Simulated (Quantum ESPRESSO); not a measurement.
# MnGa4: parallel and opposed starts, part 2 of 2

A self-consistent run ends on one state, which hangs on the start. Several orders of MnGa4 are started in Quantum ESPRESSO and their energies compared.

Quantum ESPRESSO 7.5; LDA; plane waves with GBRV 1.5 LDA potentials, no spin-orbit coupling.

So far: The structure; Run 1 (ferro +); Run 2, typed as antiferro q=(1/2,1/2,1/2) +−.

### Step 4. Run 3, typed as antiferro q=(0,0,1/2) +−

This order needs a doubled cell of 10 atoms.

Input file pw.in:

```
&CONTROL
  calculation = 'scf'
  prefix = 'pwscf'
  outdir = './tmp'
  pseudo_dir = './pseudo'
  disk_io = 'nowf'
/
&SYSTEM
  ibrav = 0
  celldm(1) = 8
  nat = 10
  ntyp = 3
  ecutwfc = 40
  ecutrho = 280
  nbnd = 110
  occupations = 'smearing'
  smearing = 'fd'
  degauss = 0.00734986
  nspin = 2
  starting_magnetization(1) = 0.2333
  starting_magnetization(2) = -0.2333
  starting_magnetization(3) = 0
/
&ELECTRONS
  conv_thr = 2d-08
  electron_maxstep = 150
  mixing_beta = 0.3
/
ATOMIC_SPECIES
Mn1    54.9380 mn_lda_v1.5.uspp.F.UPF
Mn2    54.9380 mn_lda_v1.5.uspp.F.UPF
Ga     69.7230 ga_lda_v1.4.uspp.F.UPF
CELL_PARAMETERS alat
  -0.6547580689629    0.6547580689629    0.6547580689629
   0.6547580689629   -0.6547580689629    0.6547580689629
   1.3095161379257    1.3095161379257   -1.3095161379257
ATOMIC_POSITIONS crystal
Mn1     0.0000000000    0.0000000000    0.0000000000
Mn2     0.0000000000    0.0000000000    0.5000000000
Ga      0.0000000000    0.0000000000    0.2500000000
Ga      0.0000000000    0.0000000000    0.7500000000
Ga      0.0000000000    0.5000000000    0.0000000000
Ga      0.0000000000    0.5000000000    0.5000000000
Ga      0.5000000000    0.0000000000    0.0000000000
Ga      0.5000000000    0.0000000000    0.5000000000
Ga      0.5000000000    0.5000000000    0.2500000000
Ga      0.5000000000    0.5000000000    0.7500000000
K_POINTS automatic
6 6 3 0 0 0
```

Started as:

```console
$ OMP_NUM_THREADS=1 mpirun -n 4 pw.x -nk 4 -in pw.in > pw.out
```

The log of the run:

```text
     [... lines left out ...]
Program PWSCF v.7.5 starts
     [... lines left out ...]
     number of atoms/cell      =           10
     [... lines left out ...]
     number of electrons       =       182.00
     number of Kohn-Sham states=          110
     kinetic-energy cutoff     =      40.0000  Ry
     charge density cutoff     =     280.0000  Ry
     scf convergence threshold =      2.0E-08
     [... lines left out ...]
      8 Sym. Ops., with inversion, found
     [... lines left out ...]
     number of k points=    26  Fermi-Dirac smearing, width (Ry)=  0.0073
     [... lines left out ...]
     iteration # 20     ecut=    40.00 Ry     beta= 0.30
     [... lines left out ...]
     Magnetic moment per site  (integrated on atomic sphere of radius R)
     atom   1 (R=0.234)  charge= 13.2855  magn= -0.0009
     atom   2 (R=0.234)  charge= 13.2855  magn=  0.0005
     atom   3 (R=0.234)  charge= 16.9816  magn=  0.0000
     atom   4 (R=0.234)  charge= 16.9816  magn=  0.0000
     atom   5 (R=0.234)  charge= 16.9816  magn=  0.0000
     atom   6 (R=0.234)  charge= 16.9816  magn= -0.0000
     atom   7 (R=0.234)  charge= 16.9816  magn=  0.0000
     atom   8 (R=0.234)  charge= 16.9816  magn= -0.0000
     atom   9 (R=0.234)  charge= 16.9816  magn=  0.0000
     atom  10 (R=0.234)  charge= 16.9816  magn=  0.0000
     [... lines left out ...]
     the Fermi energy is    12.1534 ev
!    total energy              =   -3742.31782011 Ry
     estimated scf accuracy    <          9.6E-09 Ry
     smearing contrib. (-TS)   =      -0.01332621 Ry
     [... lines left out ...]
     total magnetization       =    -0.00 Bohr mag/cell
     absolute magnetization    =     0.00 Bohr mag/cell
     convergence has been achieved in  20 iterations
```

Elapsed: 5.4 min, on 4 MPI ranks of Arm Neoverse V2, shared host; peak memory 1.2 GiB; 22 min of CPU time.

Spin moment in the atom's sphere by atom:

| atom | spin moment in the atom's sphere (μB) |
| --- | --- |
| Mn1 | -0.0009 |
| Mn2 | 0.0005 |
| Ga3 | 0.0000 |
| Ga4 | 0.0000 |
| Ga5 | 0.0000 |
| Ga6 | 0.0000 |
| Ga7 | 0.0000 |
| Ga8 | 0.0000 |
| Ga9 | 0.0000 |
| Ga10 | 0.0000 |

Read from the output:

| Quantity | Value |
| --- | --- |
| smearing term TS | 0.1813 eV |
| magnetization | 0 μB |
| absolute magnetization | 0 μB |
| final state | non-magnetic |

### Step 5. Start 4: no spin polarisation

Input file pw.in:

```
&CONTROL
  calculation = 'scf'
  prefix = 'pwscf'
  outdir = './tmp'
  pseudo_dir = './pseudo'
  disk_io = 'nowf'
/
&SYSTEM
  ibrav = 0
  celldm(1) = 8
  nat = 5
  ntyp = 2
  ecutwfc = 40
  ecutrho = 280
  nbnd = 57
  occupations = 'smearing'
  smearing = 'fd'
  degauss = 0.00734986
/
&ELECTRONS
  conv_thr = 1d-08
  electron_maxstep = 150
  mixing_beta = 0.3
/
ATOMIC_SPECIES
Mn     54.9380 mn_lda_v1.5.uspp.F.UPF
Ga     69.7230 ga_lda_v1.4.uspp.F.UPF
CELL_PARAMETERS alat
  -0.6547580689629    0.6547580689629    0.6547580689629
   0.6547580689629   -0.6547580689629    0.6547580689629
   0.6547580689629    0.6547580689629   -0.6547580689629
ATOMIC_POSITIONS crystal
Mn      0.0000000000    0.0000000000    0.0000000000
Ga      0.0000000000    0.0000000000    0.5000000000
Ga      0.0000000000    0.5000000000    0.0000000000
Ga      0.5000000000    0.0000000000    0.0000000000
Ga      0.5000000000    0.5000000000    0.5000000000
K_POINTS automatic
6 6 6 0 0 0
```

The log of the run:

```text
     [... lines left out ...]
Program PWSCF v.7.5 starts
     [... lines left out ...]
     number of atoms/cell      =            5
     [... lines left out ...]
     number of electrons       =        91.00
     number of Kohn-Sham states=           57
     kinetic-energy cutoff     =      40.0000  Ry
     charge density cutoff     =     280.0000  Ry
     scf convergence threshold =      1.0E-08
     [... lines left out ...]
     48 Sym. Ops., with inversion, found
     [... lines left out ...]
     number of k points=    16  Fermi-Dirac smearing, width (Ry)=  0.0073
     [... lines left out ...]
     iteration # 15     ecut=    40.00 Ry     beta= 0.30
     [... lines left out ...]
     the Fermi energy is    12.1534 ev
!    total energy              =   -1871.15891005 Ry
     estimated scf accuracy    <          8.2E-09 Ry
     smearing contrib. (-TS)   =      -0.00666307 Ry
     [... lines left out ...]
     convergence has been achieved in  15 iterations
```

Wall time 17 s (4 MPI ranks); peak memory 0.43 GiB.

Numbers from this step:

| Property | Result |
| --- | --- |
| smearing term TS | 0.09066 eV |
| final state | non-magnetic (no spin polarisation) |

### Step 6. Ranking

An order is kept where moments of 0.15 μB or more survive with the typed signs; meshes match where a doubled cell samples the same k points as the first cell.

Orders:

| start | final state | typed order kept | energy over the lowest (meV a seeded atom) | largest site moment (μB) | net moment (μB a cell of the first run) | mesh matched | CPU time (s) |
| --- | --- | --- | --- | --- | --- | --- | --- |
| ferro + | non-magnetic | no | 5.127 | 0.02855 | 0.02649 | yes | 233.7 |
| antiferro q=(1/2,1/2,1/2) +- | antiferromagnetic | yes | 0 | 0.6892 | 0 | yes | 602.8 |
| antiferro q=(0,0,1/2) +- | non-magnetic | no | 5.126 | 8.82e-4 | 0 | yes | 1290 |
| no spin polarisation | non-magnetic | - | 5.126 | 0 | 0 | yes | 66.31 |

### Step 7. Results

```
lowest state found    : antiferromagnetic (from antiferro q=(1/2,1/2,1/2) +-)
largest site moment   : 0.689 μB
state without moments : 5.13 meV a seeded atom higher
```

In words: At this level spin polarisation gains little. 2 starts lost their moments. Only these 4 starts were compared; other wavevectors, canted and longer-period orders were not. A computed site moment is spin alone and hangs on the region that is counted: the program's spheres do not touch and miss the tail of the moment. Measured moments hold any orbital part as well, and belong to the order of the sample, which need not be the order of this run. Energies are free energies at an electronic temperature of 1160 K, which lowers moments and differences where the moments are itinerant.

Computed beside measured:

| quantity | measured | in the sphere |
| --- | --- | --- |
| moment (Mn) (μB) | 0.8 | 0.69 (-13.8 %) |

Measured values from arxiv:1802.03256 (2018).

How well it matches: The moment is off by -13.8 %. No cell relaxation is part of this session.

[Logs and program files are shortened in this print: banners, set-up blocks, solver, clock and traceback lines can be left out without a mark of their own.]

[Logs are printed without paths, hosts, clocks, repeated set-up lines and the standing remarks that a program may print on its own settings, such as how far it seeks lower states.]

[Hosts, paths, dates, database ids (printed as entryN), source tags and the programs' standing remarks are cut or masked in the printed files.]

[Where a cell is said to come from a database of computed structures, the database is the Materials Project.]
